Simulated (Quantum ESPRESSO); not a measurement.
# Ir(111), 5 layers against a metal electrode, stepped through the charge of the slab, part 3 of 4

Aim: how the results for Ir(111), 5 layers against a metal electrode change with the charge of the slab.

Quantum ESPRESSO 7.5; plane-wave DFT, PBE, GBRV ultrasoft pseudopotentials.

So far. Step 2 (Relaxing cell and ions of the reference):  The last row is no step: it is a fresh SCF in the final cell with a new plane-wave basis, -1 meV from the row before. Step 3 (Relaxation with pw.x of the reference): The relaxation lowers the energy by 4 meV an atom. On the free atoms the largest force ends at 0.003 eV/Å.

## 4. Self-consistent run, 0 ×10¹³ e/cm²

A run under open boundaries on these atoms gives the vacuum levels.

m2.esm.in

```
&control
  prefix = 'm2.esm'
  outdir = './out'
  pseudo_dir = './pseudo'
  calculation = 'scf'
  tprnfor = .true.
/
&system
  ibrav = 0
  nat = 5
  ntyp = 1
  ecutwfc = 40
  ecutrho = 200
  occupations = 'smearing'
  smearing = 'mv'
  degauss = 0.02
  assume_isolated = 'esm'
  esm_bc = 'bc3'
  tot_charge = 0.0
/
&electrons
  conv_thr = 1e-08
  mixing_beta = 0.25
  electron_maxstep = 160
  mixing_mode = 'local-TF'
  mixing_ndim = 12
/
ATOMIC_SPECIES
  Ir  192.2170  ir_pbe_v1.2.uspp.F.UPF
CELL_PARAMETERS angstrom
  2.73596043691400 0.00000000000000 0.00000000000000
  1.36798021845700 2.36941124211670 0.00000000000000
  0.00000000000000 0.00000000000000 24.04979825980024
ATOMIC_POSITIONS crystal
  Ir  0.666666666700 0.666666666700 -0.121275147343
  Ir  0.000000000000 0.000000000000 -0.030284039043
  Ir  0.333333333300 0.333333333300 0.062370585557
  Ir  0.666666666700 0.666666666700 0.155025210157
  Ir  0.000000000000 0.000000000000 0.246016318457
K_POINTS automatic
  12 12 1 0 0 0
```

The run is started by

```console
OMP_NUM_THREADS=1 mpirun -n 4 pw.x -nk 4 -in m2.esm.in > m2.esm.out
```

The log of the run:

```text
[banner, memory and clock lines left out]
Program PWSCF v.7.5 starts
[citation notice left out]

[...]
Message from routine setup:
[...]
bravais-lattice index     =            0
     lattice parameter (alat)  =       5.1702  a.u.
     unit-cell volume          =    1052.1031 (a.u.)^3
     number of atoms/cell      =            5
     number of atomic types    =            1
     number of electrons       =        75.00
     number of Kohn-Sham states=           46
     kinetic-energy cutoff     =      40.0000  Ry
     charge density cutoff     =     200.0000  Ry
     scf convergence threshold =      1.0E-08
     mixing beta               =       0.2500
     number of iterations used =           12  local-TF  mixing
     Exchange-correlation= SLA  PW   PBE  PBE
                           (   1   4   3   4   0   0   0)

     Effective Screening Medium Method
     Boundary Conditions: Vacuum-Slab-Metal
     total charge in unit cell        =   0.0000
     grid points for fit at edges     =        4

[...]
PseudoPot. # 1 for Ir read from file:
     ./pseudo/ir_pbe_v1.2.uspp.F.UPF
     Pseudo is Ultrasoft + core correction, Zval = 15.0
     Generated by new atomic code, or converted to UPF format
     Using radial grid of  983 points,  7 beta functions with:
                l(1) =   0
                l(2) =   0
                l(3) =   1
                l(4) =   1
                l(5) =   1
                l(6) =   2
                l(7) =   2
     Q(r) pseudized with  8 coefficients,  rinner =    1.400   1.400   1.400
                                                       1.400   1.400

     atomic species   valence    mass     pseudopotential
     Ir               15.00   192.21700     Ir( 1.00)

      6 Sym. Ops. (no inversion) found

[...]
number of k points=    19  Marzari-Vanderbilt smearing, width (Ry)=  0.0200
[...]
Dense  grid:    50335 G-vectors     FFT dimensions: (  24,  24, 216)

     Smooth grid:    36051 G-vectors     FFT dimensions: (  24,  24, 192)

     Initial potential from superposition of free atoms

     starting charge      72.4998, renormalised to      75.0000

     negative rho (up, down):  1.901E+00 0.000E+00
     Starting wfcs are   60 randomized atomic wfcs

     per-process dynamical memory:    52.6 Mb

     Self-consistent Calculation

     iteration #  1     ecut=    40.00 Ry     beta= 0.25
     Davidson diagonalization with overlap
     ethr =  1.00E-02,  avg # of iterations =  2.6

     negative rho (up, down):  1.799E+00 0.000E+00

     total energy              =    -909.36711416 Ry
     estimated scf accuracy    <       5.50884127 Ry

     iteration #  2     ecut=    40.00 Ry     beta= 0.25
[...]
negative rho (up, down):  1.749E+00 0.000E+00

[...]
total energy              =    -909.24037149 Ry
     estimated scf accuracy    <       4.74711157 Ry

     iteration #  3     ecut=    40.00 Ry     beta= 0.25
[...]
negative rho (up, down):  1.531E+00 0.000E+00

[...]
total energy              =    -908.30250849 Ry
     estimated scf accuracy    <       3.33611252 Ry

     iteration #  4     ecut=    40.00 Ry     beta= 0.25
[...]
negative rho (up, down):  1.530E+00 0.000E+00

[...]
total energy              =    -908.47176296 Ry
     estimated scf accuracy    <       0.28175350 Ry

     iteration #  5     ecut=    40.00 Ry     beta= 0.25
[...]
negative rho (up, down):  1.581E+00 0.000E+00

[...]
total energy              =    -908.69269621 Ry
     estimated scf accuracy    <       0.14177235 Ry

     iteration #  6     ecut=    40.00 Ry     beta= 0.25
[...]
c_bands:  1 eigenvalues not converged
[...]
negative rho (up, down):  1.670E+00 0.000E+00

[...]
total energy              =    -908.71709499 Ry
     estimated scf accuracy    <       0.10127681 Ry

[...]
iteration # 76     ecut=    40.00 Ry     beta= 0.25
[...]
negative rho (up, down):  1.606E+00 0.000E+00

[...]
total energy              =    -908.76112532 Ry
     estimated scf accuracy    <       0.00000011 Ry

     iteration # 77     ecut=    40.00 Ry     beta= 0.25
[...]
negative rho (up, down):  1.606E+00 0.000E+00

[...]
total energy              =    -908.76128240 Ry
     estimated scf accuracy    <       0.00000021 Ry

     iteration # 78     ecut=    40.00 Ry     beta= 0.25
[...]
negative rho (up, down):  1.606E+00 0.000E+00

[...]
total energy              =    -908.76130956 Ry
     estimated scf accuracy    <       0.00000001 Ry

     iteration # 79     ecut=    40.00 Ry     beta= 0.25
[...]
negative rho (up, down):  1.606E+00 0.000E+00

[...]
End of self-consistent calculation

          k = 0.0000 0.0000 0.0000 (  4483 PWs)   bands (ev):

   -55.4391 -55.2404 -54.9367 -54.8757 -54.8757 -54.8643 -54.8643 -54.7448
   -54.7448 -54.4952 -54.4839 -54.3732 -54.3732 -54.3731 -54.3731 -15.9011
   -14.8956 -13.6571 -13.0981 -13.0290  -9.4539  -9.3236  -9.2372  -9.2372
    -9.0475  -9.0475  -8.9903  -8.9903  -8.8933  -8.4619  -8.4619  -8.3793
    -8.3793  -8.0124  -6.6389  -6.6389  -6.5608  -6.5608  -6.0130  -6.0130
    -5.8718  -5.2447  -5.1726  -5.1726  -4.6752  -4.6752

          k = 0.0000 0.0962 0.0000 (  4467 PWs)   bands (ev):

   -55.4264 -55.2362 -54.9616 -54.9134 -54.8862 -54.8792 -54.8736 -54.7818
   -54.7528 -54.4912 -54.4828 -54.4094 -54.4090 -54.3820 -54.3820 -15.6375
   -14.6402 -13.3992 -12.8465 -12.7671  -9.7457  -9.6090  -9.4078  -9.1210
    -9.0849  -9.0412  -8.9033  -8.8757  -8.7777  -8.5303  -8.4485  -8.3020
    -8.2392  -8.1742  -6.9759  -6.9072  -6.5820  -6.5308  -6.4635  -6.1941
    -5.9862  -5.4759  -5.1581  -4.6529  -4.2468  -3.3961

[...]
the Fermi energy is    -5.5143 ev

!    total energy              =    -908.76136413 Ry
     estimated scf accuracy    <          2.1E-09 Ry
     smearing contrib. (-TS)   =       0.00202689 Ry
     internal energy E=F+TS    =    -908.76339102 Ry

     The total energy is F=E-TS. E is the sum of the following terms:
     one-electron contribution = -100485.39448002 Ry
     hartree contribution      =   50230.71240506 Ry
     xc contribution           =    -251.77119759 Ry
     ewald contribution        =   49597.68988153 Ry

     convergence has been achieved in  79 iterations

     negative rho (up, down):  1.606E+00 0.000E+00

     Forces acting on atoms (cartesian axes, Ry/au):

     atom    1 type  1   force =     0.00000000    0.00000000   -0.00012652
     atom    2 type  1   force =     0.00000000    0.00000000    0.00005221
     atom    3 type  1   force =     0.00000000    0.00000000   -0.00001304
     atom    4 type  1   force =     0.00000000    0.00000000   -0.00006209
     atom    5 type  1   force =     0.00000000    0.00000000    0.00008113

     Total force =     0.000171     Total SCF correction =     0.000306
     SCF correction compared to forces is large: reduce conv_thr to get better values

[...]
```

Run time: 3.2 min. Hardware: 4 MPI ranks of Arm Neoverse V1, shared host; peak memory 0.56 GiB.

Numbers from this step:

- Fermi energy: -5.514 eV
- vacuum line at the lower end of the cell, over the Fermi level: 5.514 eV
- slope of the potential above: 8.67e-5 eV/Å
- vacuum line at the upper end of the cell, over the Fermi level: 5.514 eV

Electrostatic potential energy of an electron; zero at the Fermi level. Potential energy, planar mean against z:

z (Å), potential energy, planar mean (eV) and a bar from the least value:
```
    -12.0        5.5 ##############################
    -11.5        5.5 ##############################
    -11.0        5.5 ##############################
    -10.5        5.5 ##############################
    -10.0        5.5 ##############################
     -9.5        5.5 ##############################
     -9.0        5.5 ##############################
     -8.5        5.5 ##############################
     -8.0        5.5 ##############################
     -7.5        5.5 ##############################
     -7.0        5.5 ##############################
     -6.5        5.5 ##############################
     -6.0        5.5 ##############################
     -5.5        5.4 ##############################
     -5.0        5.2 ##############################
     -4.5        4.4 #############################
     -4.0        1.3 ##########################
     -3.5      -11.5 ##############
     -3.0      -25.9 
     -2.5      -18.5 #######
     -2.0       -2.7 ######################
     -1.5       -6.0 ###################
     -1.0      -23.4 ###
     -0.5      -24.2 ##
      0.0       -7.1 ##################
      0.5       -2.0 #######################
      1.0      -15.8 ##########
      1.5      -26.4 
      2.0      -15.5 ##########
      2.5       -2.0 #######################
      3.0       -7.0 ##################
      3.5      -24.3 ##
      4.0      -23.5 ###
      4.5       -6.0 ###################
      5.0       -2.7 ######################
      5.5      -18.4 ########
      6.0      -25.9 #
      6.5      -11.6 ##############
      7.0        1.4 ##########################
      7.5        4.4 #############################
      8.0        5.2 ##############################
      8.5        5.4 ##############################
      9.0        5.5 ##############################
      9.5        5.5 ##############################
     10.0        5.5 ##############################
     10.5        5.5 ##############################
     11.0        5.5 ##############################
     11.5        5.5 ##############################
```

Inside the slab this potential holds the local part of the pseudopotentials, which can be repulsive at the nuclei; only its value in the vacuum has a meaning of its own.

## 5. SCF with pw.x, 1 ×10¹³ e/cm²

m3.esm.in is the input of step 4 with these lines changed:

```diff
@@ -1,3 +1,3 @@
 &control
-  prefix = 'm2.esm'
+  prefix = 'm3.esm'
   outdir = './out'
@@ -18,3 +18,3 @@
   esm_bc = 'bc3'
-  tot_charge = 0.0
+  tot_charge = 0.00639
 /
@@ -26,2 +26,3 @@
   mixing_ndim = 12
+  startingpot = 'file'
 /
```

The run is started by

```console
cp -r out/m2.esm.save out/m3.esm.save
OMP_NUM_THREADS=1 mpirun -n 4 pw.x -nk 4 -in m3.esm.in > m3.esm.out
```

The log of the run:

```text
[banner, memory and clock lines left out]
Program PWSCF v.7.5 starts
[...]
Message from routine setup:
[...]
number of electrons       =        74.99
     number of Kohn-Sham states=           45
     kinetic-energy cutoff     =      40.0000  Ry
     charge density cutoff     =     200.0000  Ry
[...]
number of k points=    19  Marzari-Vanderbilt smearing, width (Ry)=  0.0200
[...]
Dense  grid:    50335 G-vectors     FFT dimensions: (  24,  24, 216)
[...]
The initial density is read from file :
[...]
negative rho (up, down):  1.605E+00 0.000E+00
     Starting wfcs are   60 randomized atomic wfcs
[...]
negative rho (up, down):  1.606E+00 0.000E+00
[...]
estimated scf accuracy    <       2.63697738 Ry
[...]
negative rho (up, down):  1.606E+00 0.000E+00
[...]
estimated scf accuracy    <       0.10614605 Ry
[...]
negative rho (up, down):  1.606E+00 0.000E+00
[...]
estimated scf accuracy    <       0.00527094 Ry
[...]
negative rho (up, down):  1.606E+00 0.000E+00
[...]
estimated scf accuracy    <       0.00223523 Ry
[...]
negative rho (up, down):  1.605E+00 0.000E+00
[...]
estimated scf accuracy    <       0.00181390 Ry
[...]
negative rho (up, down):  1.605E+00 0.000E+00
[...]
estimated scf accuracy    <       0.00463768 Ry
[...]
negative rho (up, down):  1.604E+00 0.000E+00
[...]
estimated scf accuracy    <       0.00091741 Ry
[...]
negative rho (up, down):  1.605E+00 0.000E+00
[...]
estimated scf accuracy    <       0.00012691 Ry
[...]
negative rho (up, down):  1.605E+00 0.000E+00
[...]
estimated scf accuracy    <       0.00006106 Ry
[...]
negative rho (up, down):  1.606E+00 0.000E+00
[...]
estimated scf accuracy    <       0.00008922 Ry
[...]
negative rho (up, down):  1.606E+00 0.000E+00
[...]
estimated scf accuracy    <       0.00049720 Ry
[...]
negative rho (up, down):  1.605E+00 0.000E+00
[...]
estimated scf accuracy    <       0.00019778 Ry
[...]
negative rho (up, down):  1.605E+00 0.000E+00
[...]
estimated scf accuracy    <       0.00001554 Ry
[...]
negative rho (up, down):  1.605E+00 0.000E+00
[...]
estimated scf accuracy    <       0.00005790 Ry
[...]
negative rho (up, down):  1.605E+00 0.000E+00
[...]
estimated scf accuracy    <       0.00002316 Ry
[...]
negative rho (up, down):  1.606E+00 0.000E+00
[...]
estimated scf accuracy    <       0.00000569 Ry
[...]
negative rho (up, down):  1.606E+00 0.000E+00
[...]
estimated scf accuracy    <       0.00000089 Ry
[...]
negative rho (up, down):  1.606E+00 0.000E+00
[...]
estimated scf accuracy    <       0.00000041 Ry
[...]
negative rho (up, down):  1.606E+00 0.000E+00
[...]
estimated scf accuracy    <       0.00000036 Ry
[...]
negative rho (up, down):  1.606E+00 0.000E+00
[...]
estimated scf accuracy    <       0.00000052 Ry
[...]
negative rho (up, down):  1.606E+00 0.000E+00
[...]
estimated scf accuracy    <       0.00000052 Ry
[...]
negative rho (up, down):  1.606E+00 0.000E+00
[...]
estimated scf accuracy    <       0.00000012 Ry
[...]
negative rho (up, down):  1.606E+00 0.000E+00
[...]
estimated scf accuracy    <       0.00000010 Ry
[...]
negative rho (up, down):  1.606E+00 0.000E+00
[...]
estimated scf accuracy    <       0.00000005 Ry
[...]
negative rho (up, down):  1.606E+00 0.000E+00
[...]
the Fermi energy is    -6.3104 ev
!    total energy              =    -908.75856707 Ry
     estimated scf accuracy    <          9.8E-09 Ry
     smearing contrib. (-TS)   =       0.00203005 Ry
     internal energy E=F+TS    =    -908.76059711 Ry
[...]
one-electron contribution = -100480.98690182 Ry
     hartree contribution      =   50226.30463568 Ry
     xc contribution           =    -251.76821251 Ry
     ewald contribution        =   49597.68988153 Ry
     convergence has been achieved in  25 iterations
     negative rho (up, down):  1.606E+00 0.000E+00
[...]
Total force =     0.000200     Total SCF correction =     0.001194
[...]
```

Elapsed: 80 s, on 4 MPI ranks; peak memory 0.53 GiB.

Numbers from this step:

| Quantity | Value |
| --- | --- |
| Fermi energy | -6.310 eV |
| vacuum line at the lower end of the cell, over the Fermi level | 5.508 eV |
| slope of the potential above | 0.1785 eV/Å |
| vacuum line at the upper end of the cell, over the Fermi level | 6.311 eV |

Inside the slab this potential holds the local part of the pseudopotentials, which can be repulsive at the nuclei; only its value in the vacuum has a meaning of its own.

## 6. Ground state, -1.5 ×10¹³ e/cm²

m1.esm.in is the input of step 5 with these lines changed:

```diff
@@ -1,3 +1,3 @@
 &control
-  prefix = 'm3.esm'
+  prefix = 'm1.esm'
   outdir = './out'
@@ -18,3 +18,3 @@
   esm_bc = 'bc3'
-  tot_charge = 0.00639
+  tot_charge = -0.00958
 /
```

The run is started by

```console
cp -r out/m2.esm.save out/m1.esm.save
OMP_NUM_THREADS=1 mpirun -n 4 pw.x -nk 4 -in m1.esm.in > m1.esm.out
```

The log of the run:

```text
[banner, memory and clock lines left out]
Program PWSCF v.7.5 starts
[...]
Message from routine setup:
[...]
number of electrons       =        75.01
     number of Kohn-Sham states=           45
     kinetic-energy cutoff     =      40.0000  Ry
     charge density cutoff     =     200.0000  Ry
[...]
number of k points=    19  Marzari-Vanderbilt smearing, width (Ry)=  0.0200
[...]
Dense  grid:    50335 G-vectors     FFT dimensions: (  24,  24, 216)
[...]
The initial density is read from file :
[...]
negative rho (up, down):  1.606E+00 0.000E+00
     Starting wfcs are   60 randomized atomic wfcs
[...]
negative rho (up, down):  1.606E+00 0.000E+00
[...]
estimated scf accuracy    <       5.83186766 Ry
[...]
negative rho (up, down):  1.606E+00 0.000E+00
[...]
estimated scf accuracy    <       0.24964996 Ry
[...]
negative rho (up, down):  1.606E+00 0.000E+00
[...]
estimated scf accuracy    <       0.01259878 Ry
[...]
negative rho (up, down):  1.606E+00 0.000E+00
[...]
estimated scf accuracy    <       0.00619205 Ry
[...]
negative rho (up, down):  1.606E+00 0.000E+00
[...]
estimated scf accuracy    <       0.00567343 Ry
[...]
negative rho (up, down):  1.607E+00 0.000E+00
[...]
estimated scf accuracy    <       0.00500228 Ry
[...]
negative rho (up, down):  1.607E+00 0.000E+00
[...]
estimated scf accuracy    <       0.00198026 Ry
[...]
negative rho (up, down):  1.607E+00 0.000E+00
[...]
estimated scf accuracy    <       0.00032521 Ry
[...]
negative rho (up, down):  1.606E+00 0.000E+00
[...]
estimated scf accuracy    <       0.00016556 Ry
[...]
negative rho (up, down):  1.606E+00 0.000E+00
[...]
estimated scf accuracy    <       0.00015782 Ry
[...]
negative rho (up, down):  1.606E+00 0.000E+00
[...]
estimated scf accuracy    <       0.00004124 Ry
[...]
negative rho (up, down):  1.606E+00 0.000E+00
[...]
estimated scf accuracy    <       0.00015985 Ry
[...]
negative rho (up, down):  1.606E+00 0.000E+00
[...]
estimated scf accuracy    <       0.00014386 Ry
[...]
negative rho (up, down):  1.606E+00 0.000E+00
[...]
estimated scf accuracy    <       0.00005018 Ry
[...]
negative rho (up, down):  1.606E+00 0.000E+00
[...]
estimated scf accuracy    <       0.00001839 Ry
[...]
negative rho (up, down):  1.606E+00 0.000E+00
[...]
estimated scf accuracy    <       0.00000139 Ry
[...]
negative rho (up, down):  1.606E+00 0.000E+00
[...]
estimated scf accuracy    <       0.00000284 Ry
[...]
negative rho (up, down):  1.606E+00 0.000E+00
[...]
estimated scf accuracy    <       0.00000223 Ry
[...]
negative rho (up, down):  1.606E+00 0.000E+00
[...]
estimated scf accuracy    <       0.00000197 Ry
[...]
negative rho (up, down):  1.606E+00 0.000E+00
[...]
estimated scf accuracy    <       0.00000017 Ry
[...]
negative rho (up, down):  1.606E+00 0.000E+00
[...]
estimated scf accuracy    <       0.00000022 Ry
[...]
negative rho (up, down):  1.606E+00 0.000E+00
[...]
estimated scf accuracy    <       0.00000004 Ry
[...]
negative rho (up, down):  1.606E+00 0.000E+00
[...]
estimated scf accuracy    <       0.00000059 Ry
[...]
negative rho (up, down):  1.606E+00 0.000E+00
[...]
estimated scf accuracy    <       0.00000008 Ry
[...]
negative rho (up, down):  1.606E+00 0.000E+00
[...]
estimated scf accuracy    <       0.00000013 Ry
[...]
negative rho (up, down):  1.606E+00 0.000E+00
[...]
estimated scf accuracy    <       0.00000015 Ry
[...]
negative rho (up, down):  1.606E+00 0.000E+00
[...]
estimated scf accuracy    <       0.00000009 Ry
[...]
negative rho (up, down):  1.606E+00 0.000E+00
[...]
estimated scf accuracy    <       0.00000011 Ry
[...]
negative rho (up, down):  1.606E+00 0.000E+00
[...]
estimated scf accuracy    <       0.00000005 Ry
[...]
negative rho (up, down):  1.606E+00 0.000E+00
[...]
estimated scf accuracy    <       0.00000001 Ry
[...]
negative rho (up, down):  1.606E+00 0.000E+00
[...]
the Fermi energy is    -4.3303 ev
!    total energy              =    -908.76488055 Ry
     estimated scf accuracy    <          3.5E-09 Ry
     smearing contrib. (-TS)   =       0.00202149 Ry
     internal energy E=F+TS    =    -908.76690204 Ry
[...]
one-electron contribution = -100491.90586689 Ry
     hartree contribution      =   50237.22464300 Ry
     xc contribution           =    -251.77555967 Ry
     ewald contribution        =   49597.68988153 Ry
     convergence has been achieved in  31 iterations
     negative rho (up, down):  1.606E+00 0.000E+00
[...]
Total force =     0.000341     Total SCF correction =     0.000637
[...]
```

The job ended after 1.7 min (4 MPI ranks; peak memory 0.56 GiB).

Read from the output:

| Property | Result |
| --- | --- |
| Fermi energy | -4.330 eV |
| vacuum line at the lower end of the cell, over the Fermi level | 5.507 eV |
| slope of the potential above | -0.2674 eV/Å |
| vacuum line at the upper end of the cell, over the Fermi level | 4.330 eV |

Inside the slab this potential holds the local part of the pseudopotentials, which can be repulsive at the nuclei; only its value in the vacuum has a meaning of its own.

[end of part 3 of 4]

[Logs are printed without paths, hosts, clocks, repeated set-up lines and the standing remarks that a program may print on its own settings, such as how far it seeks lower states.]

[Hosts, paths, dates, database ids (printed as entryN), source tags and the programs' standing remarks are cut or masked in the printed files.]

[Maps of the electrostatic potential energy from Ansatz leave out the sawtooth potential of an applied field or a dipole correction, so their vacuum need not be flat; planar profiles and work functions include it.]
